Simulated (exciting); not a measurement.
# Se K-edge absorption of RbLuSe2, all-electron BSE

How far do the exchange and direct terms reshape the Se K edge of RbLuSe2?

Main program and level: exciting sodium; X-ray absorption, core-level Bethe-Salpeter equation, exchange and statically screened direct term, Tamm-Dancoff, all-electron LAPW+lo LDA.

## Step 1: The starting structure

The structure is trigonal, space group R-3m (No. 166). Conventional cell: a = 4.129 Å, b = 4.129 Å, c = 23.614 Å, α = 90.00°, β = 90.00°, γ = 120.00°. Nearest to Lu lie 6 Se at 2.84 Å. Nearest to Rb lie 6 Se at 3.38 Å. Nearest to Se lie 3 Lu at 2.84 Å and 3 Rb at 3.38 Å. Farther neighbours and most contacts between anions are not listed.

As a file:

```xyz
4
Lattice="2.0647 1.1921 7.8713 -2.0647 1.1921 7.8713 0.0000 -2.3841 7.8713" Properties=species:S:1:pos:R:3 pbc="T T T"
Lu    0.0000    0.0000   11.8070
Rb    0.0000    0.0000    0.0000
Se    0.0000    0.0000   18.1405
Se    0.0000    0.0000    5.4735
```

Differences between curves are given as r.m.s. difference over r.m.s. height.

## Step 2: The self-consistent potential

The species files are the program's own, with muffin-tin radii set in the input.

The input, input.xml:

```
<input>
  <title>RbLuSe2</title>
  <structure speciespath="." autormt="false" epslat="1.0e-5">
    <crystal>
      <basevect>3.9017175288 2.2526576656 14.8746642328</basevect>
      <basevect>-3.9017175288 2.2526576656 14.8746642328</basevect>
      <basevect>0.0000000000 -4.5053153311 14.8746642328</basevect>
    </crystal>
    <species speciesfile="Lu.xml" rmt="2.300">
      <atom coord="0.5000000000 0.5000000000 0.5000000000"/>
    </species>
    <species speciesfile="Rb.xml" rmt="2.464">
      <atom coord="0.0000000000 0.0000000000 0.0000000000"/>
    </species>
    <species speciesfile="Se.xml" rmt="2.300">
      <atom coord="0.7682100000 0.7682100000 0.7682100000"/>
      <atom coord="0.2317900000 0.2317900000 0.2317900000"/>
    </species>
  </structure>
  <groundstate do="fromscratch" xctype="LDA_PW" ngridk="3 3 3" rgkmax="7" gmaxvr="14" nempty="8" swidth="0.001" maxscl="100" epsengy="1e-5"/>
</input>
```

Started as:

```bash
> OMP_NUM_THREADS=1 mpirun -n 4 exciting
```

Numbers of over 12 decimals in the logs are rounded to 6 here.

The program printed:

```text
EXCITING SODIUM started
********************************************************************************
* Ground-state run starting from atomic densities                              *
********************************************************************************
+ Starting initialization                                                      +
[... lattice and species ...]
 Spin treatment                             :    spin-unpolarised
 Number of Bravais lattice symmetries       :      12
[...]
+ Self-consistent loop stopped                                                 +
 STATE.OUT is written
********************************************************************************
* Groundstate module stopped                                                   *
********************************************************************************
 Total time spent (seconds)                 :        70.61
- CAUTION! Warnings have been written in file WARNING.OUT !                    -
| EXCITING SODIUM stopped                                                      =
[key lines of the parts left out:]
Total energy                               :    -22404.65787845
Fermi energy                               :         0.17592990
```

Wall time 72 s (4 MPI ranks of Intel Xeon at 2.70GHz, shared host).

The warnings file holds hints only, no warning.

The mesh shows a gap of 1.93 eV. Core levels (Dirac, from the valence top):

```csv
atom,level,energy (eV)
Se,2s1/2,-1596.8
Se,2p1/2,-1433.2
Se,2p3/2,-1391.5
Se,3s1/2,-205.4
Se,3p1/2,-149.4
Se,3p3/2,-143.5
```

## Step 3: A richer basis for the empty states

Each species file gets more local orbitals, built from u and its energy derivative at 0.15 Ha and u at 0.9 Ha.

input.xml is that of step 2.

The input, SPECIES.xml, added lines:

```
<lo l="L">  <!-- L = 0, 1, 2, and 3 from Cs on -->
  <wf matchingOrder="0" trialEnergy="0.1500" searchE="false"/>
  <wf matchingOrder="1" trialEnergy="0.1500" searchE="false"/>
  <wf matchingOrder="0" trialEnergy="0.9000" searchE="false"/>
</lo>
```

Started as:

```bash
> OMP_NUM_THREADS=1 mpirun -n 4 exciting
```

The program printed:

```text
EXCITING SODIUM started
********************************************************************************
* Ground-state run starting from atomic densities                              *
********************************************************************************
+ Starting initialization                                                      +
[... lattice and species ...]
 Spin treatment                             :    spin-unpolarised
 Number of Bravais lattice symmetries       :      12
[...]
+ Self-consistent loop stopped                                                 +
 STATE.OUT is written
********************************************************************************
* Groundstate module stopped                                                   *
********************************************************************************
 Total time spent (seconds)                 :        62.50
- CAUTION! Warnings have been written in file WARNING.OUT !                    -
| EXCITING SODIUM stopped                                                      =
[key lines of the parts left out:]
Total energy                               :    -22404.65847436
Fermi energy                               :         0.17603665
```

The job ended after 64 s (4 MPI ranks).

Against the first ground state the total energy moves by -4 meV an atom and the gap by 0.00 eV.

## Step 4: Screening, kernels and BSE for Se atom 3

The absorber has 3 Lu at 2.84 Å and 3 Rb at 3.38 Å (distorted octahedral, site symmetry 3m).

input.xml: that of step 3 with these lines changed.

```diff
@@ -19,3 +19,20 @@
   </structure>
-  <groundstate do="fromscratch" xctype="LDA_PW" ngridk="3 3 3" rgkmax="7" gmaxvr="14" nempty="8" swidth="0.001" maxscl="100" epsengy="1e-5"/>
+  <groundstate do="skip" xctype="LDA_PW" ngridk="3 3 3" rgkmax="7" gmaxvr="14" nempty="8" swidth="0.001" maxscl="100" epsengy="1e-5"/>
+  <xs xstype="BSE" ngridk="3 3 3" ngridq="3 3 3" vkloff="0.097 0.273 0.493" rgkmax="7" nempty="53" gqmax="3" lmaxapwwf="5" lmaxemat="2" broad="0.04300" tevout="true">
+    <energywindow intv="457.979 459.596" points="439"/>
+    <screening screentype="full" nempty="82"/>
+    <BSE xas="true" xasspecies="3" xasatom="1" xasedge="K" bsetype="singlet" nstlxas="1 49"/>
+    <qpointset>
+      <qpoint>0 0 0</qpoint>
+    </qpointset>
+    <plan>
+      <doonly task="xsgeneigvec"/>
+      <doonly task="writepmatxs"/>
+      <doonly task="scrgeneigvec"/>
+      <doonly task="scrwritepmat"/>
+      <doonly task="screen"/>
+      <doonly task="scrcoulint"/>
+      <doonly task="exccoulint"/>
+    </plan>
+  </xs>
 </input>
```

The input, input.xml for the last start (plan only):

```
  <plan>
    <doonly task="bse"/>
  </plan>
```

Started as:

```bash
> OMP_NUM_THREADS=1 mpirun -n 4 exciting
> OMP_NUM_THREADS=4 exciting
```

The program printed:

```text
| EXCITING SODIUM started for task xsgeneigvec ( 301)                          =
One-shot GS runs for BSE calculations
One-shot GS runs for k+qmt/2 grids
Info(xsgeneigvec): Generating eigenvectors for Q-point      1
Info(xsgeneigvec): Generation of eigenvectors finished
| EXCITING SODIUM started for task writepmatxs ( 320)                          =
Info(writepmatxs): Momentum matrix elements finished
| EXCITING SODIUM started for task scrgeneigvec ( 401)                         =
One-shot GS runs for BSE calculations
One-shot GS runs for k+qmt/2 grids
[...]
Info(setup_bse_block): Setting up RR part of hamiltonian
Info(setup_bse_block): Singlet spin state
Info(bse): Diagonalizing RR Hamiltonian (TDA)
Info(bse): Invoking Lapack routine ZHEEVR
      2646 eigen solutions found in the interval:
         i1=       1 i2=    2646
Info(bse): Writing excition energies and oscillator strengths to text file.
Info(makespectrum_dist): Making spectrum using formula for coupling with time reversed AR basis.
Info(makespectrum_dist): Using formalism for vanishing momentum transfer.
Info(writederived): Writing quantities derived from the macroscopic dielectric function.
Info(bselauncher): Spectrum finished for iqmt=  1
Info(bselauncher): All done for BSE type singlet
```

It took 33 min on 4 MPI ranks.

Wall time by task: xsgeneigvec 16 s, writepmatxs 12 s, scrgeneigvec 10 s, scrwritepmat 8.5 s, screen 5.7 min, scrcoulint 10 min, exccoulint 16 min, bse 21 s.

The Se K spectrum of Se atom 3 (energy from the Kohn–Sham onset, core level to the lowest empty state found on the meshes used, 12474.19 eV; the shifted mesh sets it, since it comes nearer the band minimum than the ground-state mesh; Im ε scaled to the maximum of the singlet run; cut below the end of the band set):

```csv
E (eV),isotropic,ε ⊥ c,ε ∥ c
-9.0,0.03,0.03,0.03
-8.5,0.03,0.03,0.03
-8.0,0.03,0.03,0.03
-7.5,0.03,0.03,0.03
-7.0,0.04,0.04,0.04
-6.5,0.04,0.04,0.04
-6.0,0.05,0.05,0.05
-5.5,0.05,0.05,0.05
-5.0,0.06,0.06,0.06
-4.5,0.07,0.07,0.07
-4.0,0.08,0.08,0.08
-3.5,0.09,0.09,0.09
-3.0,0.11,0.11,0.11
-2.5,0.14,0.14,0.14
-2.0,0.18,0.18,0.18
-1.5,0.24,0.23,0.25
-1.0,0.32,0.31,0.33
-0.5,0.43,0.43,0.43
0.0,0.55,0.56,0.53
0.5,0.67,0.69,0.64
1.0,0.78,0.80,0.75
1.5,0.88,0.90,0.83
2.0,0.94,0.98,0.87
2.5,0.97,1.00,0.89
3.0,0.95,0.97,0.90
3.5,0.92,0.93,0.90
4.0,0.92,0.92,0.91
4.5,0.94,0.94,0.95
5.0,0.98,0.97,1.00
5.5,1.00,0.99,1.02
6.0,0.97,0.95,1.01
6.5,0.89,0.87,0.95
7.0,0.79,0.77,0.84
7.5,0.69,0.68,0.72
8.0,0.61,0.60,0.62
8.5,0.53,0.53,0.53
9.0,0.47,0.47,0.47
9.5,0.42,0.42,0.41
10.0,0.38,0.39,0.38
10.5,0.37,0.37,0.36
11.0,0.36,0.36,0.36
11.5,0.36,0.36,0.37
12.0,0.36,0.36,0.37
12.5,0.37,0.37,0.36
13.0,0.37,0.38,0.36
13.5,0.38,0.39,0.37
14.0,0.39,0.40,0.38
14.5,0.40,0.41,0.40
15.0,0.42,0.42,0.41
15.5,0.43,0.43,0.42
16.0,0.44,0.44,0.43
16.5,0.43,0.43,0.43
17.0,0.41,0.41,0.43
17.5,0.40,0.39,0.42
18.0,0.39,0.38,0.42
18.5,0.39,0.38,0.40
19.0,0.38,0.38,0.38
19.5,0.37,0.37,0.36
20.0,0.36,0.37,0.35
20.5,0.36,0.36,0.34
21.0,0.35,0.36,0.33
```

Maxima (height): 2.5 eV (0.97), 5.5 eV (1.00) and 16.0 eV (0.44).

The Hamiltonian has 2646 rows. The lowest groups of eigenvalues and the brightest ones, on the scale above. Core spinors bring spin-forbidden partners, so dark means forbidden by spin or by symmetry, and the shifted mesh splits states that symmetry would keep together:

```csv
energy (eV),states within 10 meV,relative strength
-0.706,2,0.45
-0.636,2,0.37
-0.274,2,0.55
-0.203,2,0.25
-0.148,2,0.099
-0.061,2,0.03
0.085,2,0.84
0.752,2,1.00
2.085,2,0.66
2.137,2,0.73
5.499,2,0.63
5.557,2,0.74
5.741,4,0.58
```

## Step 5: Independent particles

input.xml: that of step 4 with these lines changed.

```diff
@@ -23,3 +23,3 @@
     <screening screentype="full" nempty="82"/>
-    <BSE xas="true" xasspecies="3" xasatom="1" xasedge="K" bsetype="singlet" nstlxas="1 49"/>
+    <BSE xas="true" xasspecies="3" xasatom="1" xasedge="K" bsetype="IP" nstlxas="1 49"/>
     <qpointset>
@@ -28,9 +28,3 @@
     <plan>
-      <doonly task="xsgeneigvec"/>
-      <doonly task="writepmatxs"/>
-      <doonly task="scrgeneigvec"/>
-      <doonly task="scrwritepmat"/>
-      <doonly task="screen"/>
-      <doonly task="scrcoulint"/>
-      <doonly task="exccoulint"/>
+      <doonly task="bse"/>
     </plan>
```

Started as:

```bash
> OMP_NUM_THREADS=4 exciting
```

The program printed:

```text
| EXCITING SODIUM started for task bse ( 445)                                  =
Info(bselauncher): Init time:    2.532534
Info(bselauncher): Setting up and diagonalizing BSE Hamiltonian.
Info(bselauncher): Using momentum transfer vectors from list :   1 to  1
Info(bselauncher): Distributing qmt-points over   1 processes.
Info(bselauncher): BSE type: IP
Info(bselauncher): Momentum transfer list index: iqmt=  1
Info(bselauncher): Momentum transfer: vqmtl=   0.000   0.000   0.000
Info(bse): Inspecting occupations...
Info(setranges_modxs): Number of non-reduced k-points:       27
[...]
highest unoccupied state:  82
  Opening gap with a scissor of:      0.000/H      0.000/eV
Info(select_transitions): Number of participating transitions:    2646
Info(bse): Selecting transitions...
Info(bse):bsegap (eV): 12474.191798
Info(bse): IP requested, nothing much to do
Info(bse): Writing excition energies and oscillator strengths to text file.
Info(makespectrum_dist): Making spectrum using formula for coupling with time reversed AR basis.
Info(makespectrum_dist): Using formalism for vanishing momentum transfer.
Info(writederived): Writing quantities derived from the macroscopic dielectric function.
Info(bselauncher): Spectrum finished for iqmt=  1
Info(bselauncher): All done for BSE type IP
```

The job ended after 4.5 s (4 threads).

Maxima (height): 7.5 eV (0.95) and 19.2 eV (0.51). Against the singlet run the r.m.s. difference is 42 %. Moving the earlier curve by +2.7 eV leaves 18 %. The highest maximum lies at 7.5 eV (0.95), against 5.5 eV (1.00).

## Step 6: Exchange alone

input.xml: that of step 5 with these lines changed.

```diff
@@ -23,3 +23,3 @@
     <screening screentype="full" nempty="82"/>
-    <BSE xas="true" xasspecies="3" xasatom="1" xasedge="K" bsetype="IP" nstlxas="1 49"/>
+    <BSE xas="true" xasspecies="3" xasatom="1" xasedge="K" bsetype="RPA" nstlxas="1 49"/>
     <qpointset>
```

Started as:

```bash
> OMP_NUM_THREADS=4 exciting
```

The program printed:

```text
| EXCITING SODIUM started for task bse ( 445)                                  =
Info(bselauncher): Init time:    2.796255
Info(bselauncher): Setting up and diagonalizing BSE Hamiltonian.
Info(bselauncher): Using momentum transfer vectors from list :   1 to  1
Info(bselauncher): Distributing qmt-points over   1 processes.
Info(bselauncher): BSE type: RPA
Info(bselauncher): Momentum transfer list index: iqmt=  1
Info(bselauncher): Momentum transfer: vqmtl=   0.000   0.000   0.000
Info(bse): Inspecting occupations...
Info(setranges_modxs): Number of non-reduced k-points:       27
[...]
Info(setup_bse_block): Setting up RR part of hamiltonian
Info(setup_bse_block): Using RPA approximation
Info(bse): Diagonalizing RR Hamiltonian (TDA)
Info(bse): Invoking Lapack routine ZHEEVR
      2646 eigen solutions found in the interval:
         i1=       1 i2=    2646
Info(bse): Writing excition energies and oscillator strengths to text file.
Info(makespectrum_dist): Making spectrum using formula for coupling with time reversed AR basis.
Info(makespectrum_dist): Using formalism for vanishing momentum transfer.
Info(writederived): Writing quantities derived from the macroscopic dielectric function.
Info(bselauncher): Spectrum finished for iqmt=  1
Info(bselauncher): All done for BSE type RPA
```

Wall time 22 s (4 threads).

Maxima (height): 7.5 eV (0.95) and 19.2 eV (0.51). The spectrum is that of the independent-particle run within 1 %.

## Step 7: Coarser mesh

Changed against the first singlet run: k mesh from 3×3×3 to 2×2×2.

input.xml: that of step 6 with these lines changed.

```diff
@@ -20,6 +20,6 @@
   <groundstate do="skip" xctype="LDA_PW" ngridk="3 3 3" rgkmax="7" gmaxvr="14" nempty="8" swidth="0.001" maxscl="100" epsengy="1e-5"/>
-  <xs xstype="BSE" ngridk="3 3 3" ngridq="3 3 3" vkloff="0.097 0.273 0.493" rgkmax="7" nempty="53" gqmax="3" lmaxapwwf="5" lmaxemat="2" broad="0.04300" tevout="true">
+  <xs xstype="BSE" ngridk="2 2 2" ngridq="2 2 2" vkloff="0.097 0.273 0.493" rgkmax="7" nempty="53" gqmax="3" lmaxapwwf="5" lmaxemat="2" broad="0.04300" tevout="true">
     <energywindow intv="457.979 459.596" points="439"/>
     <screening screentype="full" nempty="82"/>
-    <BSE xas="true" xasspecies="3" xasatom="1" xasedge="K" bsetype="RPA" nstlxas="1 49"/>
+    <BSE xas="true" xasspecies="3" xasatom="1" xasedge="K" bsetype="singlet" nstlxas="1 49"/>
     <qpointset>
@@ -28,3 +28,9 @@
     <plan>
-      <doonly task="bse"/>
+      <doonly task="xsgeneigvec"/>
+      <doonly task="writepmatxs"/>
+      <doonly task="scrgeneigvec"/>
+      <doonly task="scrwritepmat"/>
+      <doonly task="screen"/>
+      <doonly task="scrcoulint"/>
+      <doonly task="exccoulint"/>
     </plan>
```

The input, input.xml for the last start (plan only):

```
  <plan>
    <doonly task="bse"/>
  </plan>
```

Started as:

```bash
> OMP_NUM_THREADS=1 mpirun -n 4 exciting
> OMP_NUM_THREADS=4 exciting
```

The program printed:

```text
| EXCITING SODIUM started for task xsgeneigvec ( 301)                          =
One-shot GS runs for BSE calculations
One-shot GS runs for k+qmt/2 grids
Info(xsgeneigvec): Generating eigenvectors for Q-point      1
Info(xsgeneigvec): Generation of eigenvectors finished
| EXCITING SODIUM started for task writepmatxs ( 320)                          =
Info(writepmatxs): Momentum matrix elements finished
| EXCITING SODIUM started for task scrgeneigvec ( 401)                         =
One-shot GS runs for BSE calculations
One-shot GS runs for k+qmt/2 grids
[...]
Info(setup_bse_block): Setting up RR part of hamiltonian
Info(setup_bse_block): Singlet spin state
Info(bse): Diagonalizing RR Hamiltonian (TDA)
Info(bse): Invoking Lapack routine ZHEEVR
       784 eigen solutions found in the interval:
         i1=       1 i2=     784
Info(bse): Writing excition energies and oscillator strengths to text file.
Info(makespectrum_dist): Making spectrum using formula for coupling with time reversed AR basis.
Info(makespectrum_dist): Using formalism for vanishing momentum transfer.
Info(writederived): Writing quantities derived from the macroscopic dielectric function.
Info(bselauncher): Spectrum finished for iqmt=  1
Info(bselauncher): All done for BSE type singlet
```

Run time: 7.1 min. Hardware: 4 MPI ranks.

These settings are cheaper. The spectrum differs from the singlet run by 3 % r.m.s. The first bright state moves from -0.71 to -0.76 eV. The lowest bare transition of this run lies at 0.26 eV, against 0.00. A coarse mesh samples few band energies, and it inflates the long-range part of the attraction.

```csv
E (eV),first run,this run
-9.0,0.03,0.03
-8.0,0.03,0.03
-7.0,0.04,0.04
-6.0,0.05,0.05
-5.0,0.06,0.06
-4.0,0.08,0.08
-3.0,0.11,0.12
-2.0,0.18,0.20
-1.0,0.32,0.36
0.0,0.55,0.57
1.0,0.78,0.79
2.0,0.94,0.94
3.0,0.95,0.95
4.0,0.92,0.90
5.0,0.98,0.97
6.0,0.97,0.98
7.0,0.79,0.78
8.0,0.61,0.57
9.0,0.47,0.44
10.0,0.38,0.37
11.0,0.36,0.37
12.0,0.36,0.37
13.0,0.37,0.40
14.0,0.39,0.41
15.0,0.42,0.43
16.0,0.44,0.42
17.0,0.41,0.39
18.0,0.39,0.39
19.0,0.38,0.40
20.0,0.36,0.39
21.0,0.35,0.37
```

## Step 8: The levels of theory side by side

```csv
level,curve passes 0.15 (eV),highest maximum (eV),its height
IP,-0.2,7.5,0.95
RPA,-0.2,7.5,0.95
singlet,-2.3,5.5,1.00
```

```csv
E (eV),IP,RPA,singlet
-9.0,0.02,0.02,0.03
-8.0,0.02,0.02,0.03
-7.0,0.02,0.02,0.04
-6.0,0.03,0.03,0.05
-5.0,0.03,0.03,0.06
-4.0,0.04,0.04,0.08
-3.0,0.05,0.05,0.11
-2.0,0.07,0.07,0.18
-1.0,0.11,0.11,0.32
0.0,0.18,0.18,0.55
1.0,0.28,0.28,0.78
2.0,0.41,0.41,0.94
3.0,0.52,0.52,0.95
4.0,0.64,0.64,0.92
5.0,0.67,0.67,0.98
6.0,0.78,0.78,0.97
7.0,0.93,0.93,0.79
8.0,0.92,0.92,0.61
9.0,0.80,0.80,0.47
10.0,0.63,0.63,0.38
11.0,0.50,0.50,0.36
12.0,0.45,0.45,0.36
13.0,0.43,0.43,0.37
14.0,0.43,0.43,0.39
15.0,0.45,0.45,0.42
16.0,0.48,0.48,0.44
17.0,0.51,0.51,0.41
18.0,0.51,0.51,0.39
19.0,0.51,0.51,0.38
20.0,0.51,0.51,0.36
21.0,0.50,0.50,0.35
```

## Step 9: Summary of results

| Quantity | Value |
| --- | --- |
| absorber and edge | Se K, atom 3 |
| surroundings | 3 Lu at 2.84 Å and 3 Rb at 3.38 Å (distorted octahedral, site symmetry 3m) |
| first bright state | -0.71 eV from the Kohn–Sham onset, on this mesh |
| highest maximum | 5.5 eV |
| cost of the BSE run | 33 min on 4 MPI ranks of Intel Xeon at 2.70GHz, shared host; the last task ran on as many threads |

What this shows: Is a core exciton bound? Yes on this mesh: the first bright state (over 5 % of the brightest) lies at -0.71 eV from the Kohn–Sham onset. Exchange alone changes the independent-particle spectrum by 0.0 % r.m.s. Binding energies aren't converged on 27 k points, and fine structure above the first lines is partly noise of the mesh. Exchange and the short-range direct term aren't converged in the kernel cutoff. The zero comes from the shifted mesh, which comes near the band minimum without meeting it. The Kohn–Sham onset, 12474 eV, is no photon energy (tabulated edge of the element: 12658 eV): the scale needs a rigid shift. No quasiparticle correction widens the gap or stretches the bands. Vibrations and energy-dependent lifetimes are left out. The structure is a published determination, not relaxed.

[Banner, clock and machine lines of the logs are left out without a mark of their own.]

[Logs are printed without paths, hosts, clocks, repeated set-up lines and the standing remarks that a program may print on its own settings, such as how far it seeks lower states.]

[Hosts, paths, dates, database ids (printed as entryN), source tags and the programs' standing remarks are cut or masked in the printed files.]
